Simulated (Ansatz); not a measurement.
**Work function of Ag(100): what the settings cost and change**

How thick a slab and how much vacuum does the work function of Ag(100) need?

Program: Ansatz 0.2.0. Level of theory: plane-wave DFT, PBE, Ansatz PAW. Results are calculated unless marked as measured.

Experimental background.

“Anisotropic work function of elemental crystals” (2019, arxiv:1902.07811) quotes from earlier work for Ag (clean (100) face, a compiled value): work function (clean (100) face, a compiled value) 4.36 eV.

This is a report of a sequence of runs, with most program output left out.

## (1) The structure

The cell holds 1 atom: 1 Ag. Cell: a = 2.892 Å, b = 2.892 Å, c = 18.000 Å, α = 90.0°, β = 90.0°, γ = 90.0°. Vacuum lies along c.

## (2) Run, setting 1 layer

A work function rests on the faint tail of the density, so the SCF threshold is tight. The slab grows from one layer, at fixed mesh and 18 Å of vacuum; then the vacuum is varied on one slab.

input.yaml

```yaml
crystal:
  lattice:
    - [2.8920667351, 0.0, 0.0]
    - [0.0, 2.8920667351, 0.0]
    - [0.0, 0.0, 18.0]
  atoms:
    - { symbol: Ag, position: [0.5, 0.5, 0.5] }
kpoints:
  mp_grid: { grid: [14, 14, 1] }
hamiltonian:
  xc: pbe
scf:
  occupations: { method: fermi_dirac, width: 0.1 }
  convergence: { dr2_threshold: 1.0e-09 }
efield:
  axis: 3
  dipole_correction: true
  ramp_position: 0.97
  ramp_width: 0.06
output:
  write_potential: true
  write_density: true
  volumetric_format: npy
  elf: true
```

Command:

```bash
ansatz run input.yaml --threads 2 --pin off --max-ram 3072MiB --backend cpu --events-out ev --progress --plain --runs-dir out
```

The job ended after 10 s (2 threads of Arm Neoverse N1, shared host; peak memory 0.41 GiB; 16 s of CPU time).

This step gave:

```
energy at zero smearing   : -7589.7507 eV
work function, upper face : 4.734 eV
```

Running mean over 2.045 Å of the planar mean; the ramp of the sawtooth is left out. The electron's electrostatic potential energy less the Fermi level by z:

| z (Å) | electron's electrostatic potential energy less the Fermi level (eV) |
| --- | --- |
| 2.88 | 4.73 |
| 3.17 | 4.73 |
| 3.60 | 4.73 |
| 3.89 | 4.73 |
| 4.18 | 4.73 |
| 4.46 | 4.73 |
| 4.90 | 4.73 |
| 5.18 | 4.73 |
| 5.47 | 4.72 |
| 5.90 | 4.71 |
| 6.19 | 4.67 |
| 6.48 | 4.60 |
| 6.91 | 4.31 |
| 7.20 | 3.75 |
| 7.49 | 2.61 |
| 7.78 | 0.886 |
| 8.21 | -2.07 |
| 8.50 | -3.68 |
| 8.78 | -4.63 |
| 9.22 | -4.63 |
| 9.50 | -3.68 |
| 9.79 | -2.07 |
| 10.22 | 0.886 |
| 10.51 | 2.61 |
| 10.80 | 3.75 |
| 11.09 | 4.31 |
| 11.52 | 4.60 |
| 11.81 | 4.67 |
| 12.10 | 4.71 |
| 12.53 | 4.73 |
| 12.82 | 4.73 |
| 13.10 | 4.73 |
| 13.54 | 4.73 |
| 13.82 | 4.73 |
| 14.11 | 4.73 |
| 14.40 | 4.73 |
| 14.83 | 4.73 |
| 15.12 | 4.73 |

Electrostatic potential energy in the ca plane at fractional y = 0.500, with atoms of Ag within 0.2 Å of it. With pseudopotentials it is smooth inside the atoms' cores, unlike the true potential.

Values in eV, 5 rows by 16 columns, each cell a mean:
```
  2   2   2   2   2   2   2  -4  -5   2   2   2   2   2   2   2
  2   2   2   2   2   2   1 -18 -22   1   2   2   2   2   2   2
  2   2   2   2   2   2   1 -21 -25   0   2   2   2   2   2   2
  2   2   2   2   2   2   2 -13 -18   1   2   2   2   2   2   2
  2   2   2   2   2   2   2  -1  -2   2   2   2   2   2   2   2
```
Columns run along c (18.0 Å; values clipped at the 3rd and 97th percentile), rows up along a (2.9 Å). Atoms in or near the plane, at fractional coordinates: Ag at (0.50, 0.50).

ELF in the ca plane at fractional y = 0.500, with atoms of Ag within 0.2 Å of it. It is the smooth field of the valence electrons, not physical close to the nuclei.

Ten even steps from '0' (0.00) to '9' (0.79), each cell a mean:
```
00000000000000000011222221100000000000000000
00000000000000000112344321100000000000000000
00000000000000000112577632100000000000000000
00000000000000000123689742110000000000000000
00000000000000000123589642100000000000000000
00000000000000000112456532100000000000000000
00000000000000000012233221100000000000000000
00000000000000000011122211000000000000000000
```
Columns run along c (18.0 Å), rows up along a (2.9 Å). Atoms in or near the plane, at fractional coordinates: Ag at (0.50, 0.50).

Valence density in the ca plane at fractional y = 0.500, with atoms of Ag within 0.2 Å of it. It is the smooth field of the valence electrons, not physical close to the nuclei.

Values in units of 1e0 e/Å³, 5 rows by 16 columns, each cell a mean:
```
0.0 0.0 0.0 0.0 0.0 0.0 0.0 0.3 0.4 0.0 0.0 0.0 0.0 0.0 0.0 0.0
0.0 0.0 0.0 0.0 0.0 0.0 0.0 3.0 4.7 0.1 0.0 0.0 0.0 0.0 0.0 0.0
0.0 0.0 0.0 0.0 0.0 0.0 0.0 6.0 9.1 0.1 0.0 0.0 0.0 0.0 0.0 0.0
0.0 0.0 0.0 0.0 0.0 0.0 0.0 1.6 2.4 0.1 0.0 0.0 0.0 0.0 0.0 0.0
0.0 0.0 0.0 0.0 0.0 0.0 0.0 0.2 0.2 0.0 0.0 0.0 0.0 0.0 0.0 0.0
```
Columns run along c (18.0 Å), rows up along a (2.9 Å). Atoms in or near the plane, at fractional coordinates: Ag at (0.50, 0.50).

The work function is 4.734 eV.

## (3) Run, 2 atoms

System of this step: Ag(100). The cell holds 2 atoms: 2 Ag. Cell: a = 2.892 Å, b = 2.892 Å, c = 20.045 Å, α = 90.0°, β = 90.0°, γ = 90.0°. Vacuum lies along c.

input.yaml, the sections that differ from step 2:

```yaml
crystal:
  lattice:
    - [2.8920667351, 0.0, 0.0]
    - [0.0, 2.8920667351, 0.0]
    - [0.0, 0.0, 20.045]
  atoms:
    - { symbol: Ag, position: [0.5, 0.5, 0.448989773] }
    - { symbol: Ag, position: [0.0, 0.0, 0.551010227] }
output:
  write_potential: true
  write_density: true
  volumetric_format: npy
# kpoints, hamiltonian, scf, efield: as in step 2
```

Wall time 17 s (2 threads); peak memory 0.42 GiB; 28 s of CPU time.

The work function is 4.475 eV, -0.259 eV from the run “1 layer”, at 1.8 times its CPU time.

## (4) Run, 3 atoms

System of this step: Ag(100). The cell holds 3 atoms: 3 Ag. Its edges and angles: a = 2.892 Å, b = 2.892 Å, c = 22.090 Å, α = 90.0°, β = 90.0°, γ = 90.0°. Vacuum lies along c.

input.yaml, the sections that differ from step 3:

```yaml
crystal:
  lattice:
    - [2.8920667351, 0.0, 0.0]
    - [0.0, 2.8920667351, 0.0]
    - [0.0, 0.0, 22.09]
  atoms:
    - { symbol: Ag, position: [0.0, 0.0, 0.4074241738] }
    - { symbol: Ag, position: [0.5, 0.5, 0.5] }
    - { symbol: Ag, position: [0.0, 0.0, 0.5925758262] }
# kpoints, hamiltonian, scf, efield, output: as in step 3
```

Elapsed: 29 s, on 2 threads; peak memory 0.49 GiB; 49 s of CPU time.

The work function is 4.345 eV, -0.130 eV from the run “2 layers”, at 1.7 times its CPU time.

## (5) Slab, 4 atoms

System of this step: Ag(100). The cell holds 4 atoms: 4 Ag. Its edges and angles: a = 2.892 Å, b = 2.892 Å, c = 24.135 Å, α = 90.0°, β = 90.0°, γ = 90.0°. Vacuum lies along c.

input.yaml, the sections that differ from step 4:

```yaml
crystal:
  lattice:
    - [2.8920667351, 0.0, 0.0]
    - [0.0, 2.8920667351, 0.0]
    - [0.0, 0.0, 24.135]
  atoms:
    - { symbol: Ag, position: [0.5, 0.5, 0.3729024239] }
    - { symbol: Ag, position: [0.0, 0.0, 0.4576341413] }
    - { symbol: Ag, position: [0.5, 0.5, 0.5423658587] }
    - { symbol: Ag, position: [0.0, 0.0, 0.6270975761] }
# kpoints, hamiltonian, scf, efield, output: as in step 4
```

Run time: 43 s. Hardware: 2 threads; peak memory 0.58 GiB.

The work function is 4.228 eV, -0.116 eV from the run “3 layers”, at 1.5 times its CPU time.

## (6) Slab, 5 atoms

System of this step: Ag(100). The cell holds 5 atoms: 5 Ag. Its edges and angles: a = 2.892 Å, b = 2.892 Å, c = 26.180 Å, α = 90.0°, β = 90.0°, γ = 90.0°. Vacuum lies along c.

input.yaml, the sections that differ from step 5:

```yaml
crystal:
  lattice:
    - [2.8920667351, 0.0, 0.0]
    - [0.0, 2.8920667351, 0.0]
    - [0.0, 0.0, 26.18]
  atoms:
    - { symbol: Ag, position: [0.0, 0.0, 0.3437738732] }
    - { symbol: Ag, position: [0.5, 0.5, 0.4218869366] }
    - { symbol: Ag, position: [0.0, 0.0, 0.5] }
    - { symbol: Ag, position: [0.5, 0.5, 0.5781130634] }
    - { symbol: Ag, position: [0.0, 0.0, 0.6562261268] }
# kpoints, hamiltonian, scf, efield, output: as in step 5
```

Wall time 54 s (2 threads); peak memory 0.69 GiB.

The work function is 4.227 eV, -0.001 eV from the run “4 layers”, at 1.3 times its CPU time.

## (7) Run, 6 atoms

System of this step: Ag(100). The cell holds 6 atoms: 6 Ag. Its edges and angles: a = 2.892 Å, b = 2.892 Å, c = 28.225 Å, α = 90.0°, β = 90.0°, γ = 90.0°. Vacuum lies along c.

input.yaml, the sections that differ from step 6:

```yaml
crystal:
  lattice:
    - [2.8920667351, 0.0, 0.0]
    - [0.0, 2.8920667351, 0.0]
    - [0.0, 0.0, 28.225]
  atoms:
    - { symbol: Ag, position: [0.5, 0.5, 0.3188662533] }
    - { symbol: Ag, position: [0.0, 0.0, 0.391319752] }
    - { symbol: Ag, position: [0.5, 0.5, 0.4637732507] }
    - { symbol: Ag, position: [0.0, 0.0, 0.5362267493] }
    - { symbol: Ag, position: [0.5, 0.5, 0.608680248] }
    - { symbol: Ag, position: [0.0, 0.0, 0.6811337467] }
# kpoints, hamiltonian, scf, efield, output: as in step 6
```

It took 73 s on 2 threads; peak memory 0.83 GiB.

The work function is 4.268 eV, +0.041 eV from the run “5 layers”, at 1.3 times its CPU time.

## (8) Slab, 8 atoms

System of this step: Ag(100). The cell holds 8 atoms: 8 Ag. Its edges and angles: a = 2.892 Å, b = 2.892 Å, c = 32.315 Å, α = 90.0°, β = 90.0°, γ = 90.0°. Vacuum lies along c.

input.yaml, the sections that differ from step 7:

```yaml
crystal:
  lattice:
    - [2.8920667351, 0.0, 0.0]
    - [0.0, 2.8920667351, 0.0]
    - [0.0, 0.0, 32.315]
  atoms:
    - { symbol: Ag, position: [0.5, 0.5, 0.2785084326] }
    - { symbol: Ag, position: [0.0, 0.0, 0.3417917376] }
    - { symbol: Ag, position: [0.5, 0.5, 0.4050750425] }
    - { symbol: Ag, position: [0.0, 0.0, 0.4683583475] }
    - { symbol: Ag, position: [0.5, 0.5, 0.5316416525] }
    - { symbol: Ag, position: [0.0, 0.0, 0.5949249575] }
    - { symbol: Ag, position: [0.5, 0.5, 0.6582082624] }
    - { symbol: Ag, position: [0.0, 0.0, 0.7214915674] }
# kpoints, hamiltonian, scf, efield, output: as in step 7
```

Wall time 2.1 min (2 threads); peak memory 1.1 GiB; 3.6 min of CPU time.

The work function is 4.287 eV, +0.018 eV from the run “6 layers”, at 1.7 times its CPU time.

## (9) Run, 10 atoms

System of this step: Ag(100). The cell holds 10 atoms: 10 Ag. Its edges and angles: a = 2.892 Å, b = 2.892 Å, c = 36.405 Å, α = 90.0°, β = 90.0°, γ = 90.0°. Vacuum lies along c.

input.yaml, the sections that differ from step 8:

```yaml
crystal:
  lattice:
    - [2.8920667351, 0.0, 0.0]
    - [0.0, 2.8920667351, 0.0]
    - [0.0, 0.0, 36.405]
  atoms:
    - { symbol: Ag, position: [0.5, 0.5, 0.2472187886] }
    - { symbol: Ag, position: [0.0, 0.0, 0.3033923912] }
    - { symbol: Ag, position: [0.5, 0.5, 0.3595659937] }
    - { symbol: Ag, position: [0.0, 0.0, 0.4157395962] }
    - { symbol: Ag, position: [0.5, 0.5, 0.4719131987] }
    - { symbol: Ag, position: [0.0, 0.0, 0.5280868013] }
    - { symbol: Ag, position: [0.5, 0.5, 0.5842604038] }
    - { symbol: Ag, position: [0.0, 0.0, 0.6404340063] }
    - { symbol: Ag, position: [0.5, 0.5, 0.6966076088] }
    - { symbol: Ag, position: [0.0, 0.0, 0.7527812114] }
# kpoints, hamiltonian, scf, efield, output: as in step 8
```

Elapsed: 3.4 min, on 2 threads; peak memory 1.5 GiB; 5.7 min of CPU time.

The work function is 4.269 eV, -0.018 eV from the run “8 layers”, at 1.6 times its CPU time.

## (10) Slab, 13 atoms

System of this step: Ag(100). The cell holds 13 atoms: 13 Ag. Cell: a = 2.892 Å, b = 2.892 Å, c = 42.540 Å, α = 90.0°, β = 90.0°, γ = 90.0°. Vacuum lies along c.

input.yaml, the sections that differ from step 9:

```yaml
crystal:
  lattice:
    - [2.8920667351, 0.0, 0.0]
    - [0.0, 2.8920667351, 0.0]
    - [0.0, 0.0, 42.54]
  atoms:
    - { symbol: Ag, position: [0.0, 0.0, 0.2115655853] }
    - { symbol: Ag, position: [0.5, 0.5, 0.2596379878] }
    - { symbol: Ag, position: [0.0, 0.0, 0.3077103902] }
    - { symbol: Ag, position: [0.5, 0.5, 0.3557827927] }
    - { symbol: Ag, position: [0.0, 0.0, 0.4038551951] }
    - { symbol: Ag, position: [0.5, 0.5, 0.4519275976] }
    - { symbol: Ag, position: [0.0, 0.0, 0.5] }
    - { symbol: Ag, position: [0.5, 0.5, 0.5480724024] }
    - { symbol: Ag, position: [0.0, 0.0, 0.5961448049] }
    - { symbol: Ag, position: [0.5, 0.5, 0.6442172073] }
    - { symbol: Ag, position: [0.0, 0.0, 0.6922896098] }
    - { symbol: Ag, position: [0.5, 0.5, 0.7403620122] }
    - { symbol: Ag, position: [0.0, 0.0, 0.7884344147] }
# kpoints, hamiltonian, scf, efield, output: as in step 9
```

Wall time 5.9 min (2 threads); peak memory 2.1 GiB.

The work function is 4.271 eV, +0.002 eV from the run “10 layers”, at 1.8 times its CPU time.

## (11) Slab, 7 atoms

System of this step: Ag(100). The cell holds 7 atoms: 7 Ag. Its edges and angles: a = 2.892 Å, b = 2.892 Å, c = 22.270 Å, α = 90.0°, β = 90.0°, γ = 90.0°. Vacuum lies along c.

input.yaml, the sections that differ from step 10:

```yaml
crystal:
  lattice:
    - [2.8920667351, 0.0, 0.0]
    - [0.0, 2.8920667351, 0.0]
    - [0.0, 0.0, 22.27]
  atoms:
    - { symbol: Ag, position: [0.0, 0.0, 0.2245172878] }
    - { symbol: Ag, position: [0.5, 0.5, 0.3163448586] }
    - { symbol: Ag, position: [0.0, 0.0, 0.4081724293] }
    - { symbol: Ag, position: [0.5, 0.5, 0.5] }
    - { symbol: Ag, position: [0.0, 0.0, 0.5918275707] }
    - { symbol: Ag, position: [0.5, 0.5, 0.6836551414] }
    - { symbol: Ag, position: [0.0, 0.0, 0.7754827122] }
# kpoints, hamiltonian, scf, efield, output: as in step 10
```

Wall time 77 s (2 threads); peak memory 0.76 GiB.

The work function is 4.288 eV. The program marks this work function as in doubt.

## (12) Slab, 7 atoms (run 2)

The cell differs from the one that the last finished run ended in (c 22.270 → 26.270 Å).

input.yaml, the sections that differ from step 11:

```yaml
crystal:
  lattice:
    - [2.8920667351, 0.0, 0.0]
    - [0.0, 2.8920667351, 0.0]
    - [0.0, 0.0, 26.27]
  atoms:
    - { symbol: Ag, position: [0.0, 0.0, 0.2664636467] }
    - { symbol: Ag, position: [0.5, 0.5, 0.3443090978] }
    - { symbol: Ag, position: [0.0, 0.0, 0.4221545489] }
    - { symbol: Ag, position: [0.5, 0.5, 0.5] }
    - { symbol: Ag, position: [0.0, 0.0, 0.5778454511] }
    - { symbol: Ag, position: [0.5, 0.5, 0.6556909022] }
    - { symbol: Ag, position: [0.0, 0.0, 0.7335363533] }
# kpoints, hamiltonian, scf, efield, output: as in step 11
```

Elapsed: 87 s, on 2 threads; peak memory 0.87 GiB.

The work function is 4.296 eV, +0.008 eV from the run “7 layers, 10 Å of vacuum”, at 1.1 times its CPU time.

## (13) Slab, 7 atoms (run 3)

The cell differs from the one that the last finished run ended in (c 26.270 → 38.270 Å).

input.yaml, the sections that differ from step 12:

```yaml
crystal:
  lattice:
    - [2.8920667351, 0.0, 0.0]
    - [0.0, 2.8920667351, 0.0]
    - [0.0, 0.0, 38.27]
  atoms:
    - { symbol: Ag, position: [0.0, 0.0, 0.3396916645] }
    - { symbol: Ag, position: [0.5, 0.5, 0.3931277763] }
    - { symbol: Ag, position: [0.0, 0.0, 0.4465638882] }
    - { symbol: Ag, position: [0.5, 0.5, 0.5] }
    - { symbol: Ag, position: [0.0, 0.0, 0.5534361118] }
    - { symbol: Ag, position: [0.5, 0.5, 0.6068722237] }
    - { symbol: Ag, position: [0.0, 0.0, 0.6603083355] }
# kpoints, hamiltonian, scf, efield, output: as in step 12
```

Wall time 2.1 min (2 threads); peak memory 1.1 GiB.

The work function is 4.296 eV, +0.000 eV from the run “7 layers, 14 Å of vacuum”, at 1.5 times its CPU time.

## (14) Side by side

Times are for 2 threads of Arm Neoverse N1, shared host. The series side by side:

| no. | setting | work function, upper face (eV) | time | memory (GiB) |
| --- | --- | --- | --- | --- |
| 1 | 1 layer | 4.734 | 10 s | 0.41 |
| 2 | 2 layers | 4.475 | 17 s | 0.42 |
| 3 | 3 layers | 4.345 | 29 s | 0.49 |
| 4 | 4 layers | 4.228 | 43 s | 0.58 |
| 5 | 5 layers | 4.227 | 54 s | 0.69 |
| 6 | 6 layers | 4.268 | 73 s | 0.83 |
| 7 | 8 layers | 4.287 | 2.1 min | 1.1 |
| 8 | 10 layers | 4.269 | 3.4 min | 1.5 |
| 9 | 13 layers | 4.271 | 5.9 min | 2.1 |
| 10 | 7 layers, 10 Å of vacuum | 4.288 | 77 s | 0.76 |
| 11 | 7 layers, 14 Å of vacuum | 4.296 | 87 s | 0.87 |
| 12 | 7 layers, 26 Å of vacuum | 4.296 | 2.1 min | 1.1 |

## (15) Varying the input

System of this step: Ag(100) monolayer. The cell holds 1 atom: 1 Ag. Its edges and angles: a = 2.892 Å, b = 2.892 Å, c = 18.000 Å, α = 90.0°, β = 90.0°, γ = 90.0°. Vacuum lies along c.

An input spoilt on purpose, to show how the run answers: it repeats the earlier run “1 layer” with efield.ramp_width from 0.06 to 0.9, and scf.max_iter set to 100; its output block differs too.

input.yaml, the sections that differ from step 13:

```yaml
crystal:
  lattice:
    - [2.8920667351, 0.0, 0.0]
    - [0.0, 2.8920667351, 0.0]
    - [0.0, 0.0, 18.0]
  atoms:
    - { symbol: Ag, position: [0.5, 0.5, 0.5] }
scf:
  occupations: { method: fermi_dirac, width: 0.1 }
  convergence: { dr2_threshold: 1.0e-09 }
  max_iter: 100
efield:
  axis: 3
  dipole_correction: true
  ramp_position: 0.97
  ramp_width: 0.9
# kpoints, hamiltonian, output: as in step 13
```

The job ended after 0.56 s (2 threads; peak memory 0.22 GiB).

The program refused the input before any cycle.

The program's message: “Error: efield: ion 0 (Ag) at fractional coordinate 0.5000 along the field axis lies inside the sawtooth ramp with 2 of the planes that the density is read on at each end, [0.9540, 0.8860] — the ramp m …”

The fault put into the input: a ramp so wide that it reaches the atoms.

## (16) Results

| Property | Result |
| --- | --- |
| work function, 1 layer | 4.734 eV |
| work function, 5 layers | 4.227 eV |
| work function, 6 layers | 4.268 eV |
| work function, 13 layers | 4.271 eV |

The thickest slab gives 4.27 eV, and the settings tried spread the value from 4.23 to 4.73 eV. At 18 Å of vacuum, the slabs from 4 layers on stay within 0.05 eV of the thickest. Going from 10 to 26 Å of vacuum moves it by 0.008 eV. The program marks the value as in doubt in “7 layers, 10 Å of vacuum”. The ladder's slabs use the tabulated experimental lattice constant (two decimals; a low-temperature value for the alkali metals). In 1 run of the series (7 layers, 10 Å of vacuum) the program warns that electrons reach the sawtooth's ramp, which makes dipole and work function less sure.

Computed beside measured:

| quantity | measured | 13 layers |
| --- | --- | --- |
| work function (clean (100) face, a compiled value) (eV) | 4.36 | 4.27 (-0.09 eV) |

Measured values from arxiv:1902.07811 (2019).

How well it matches: The work function is off by -0.09 eV: good agreement. The grades are ours: good and fair within 3 and 7 % for the work function. No cell relaxation is part of this session.

[Logs are printed without paths, hosts, clocks, repeated set-up lines and the standing remarks that a program may print on its own settings, such as how far it seeks lower states.]

[Hosts, paths, dates, database ids (printed as entryN), source tags and the programs' standing remarks are cut or masked in the printed files.]

[Maps of the electrostatic potential energy from Ansatz leave out the sawtooth potential of an applied field or a dipole correction, so their vacuum need not be flat; planar profiles and work functions include it.]
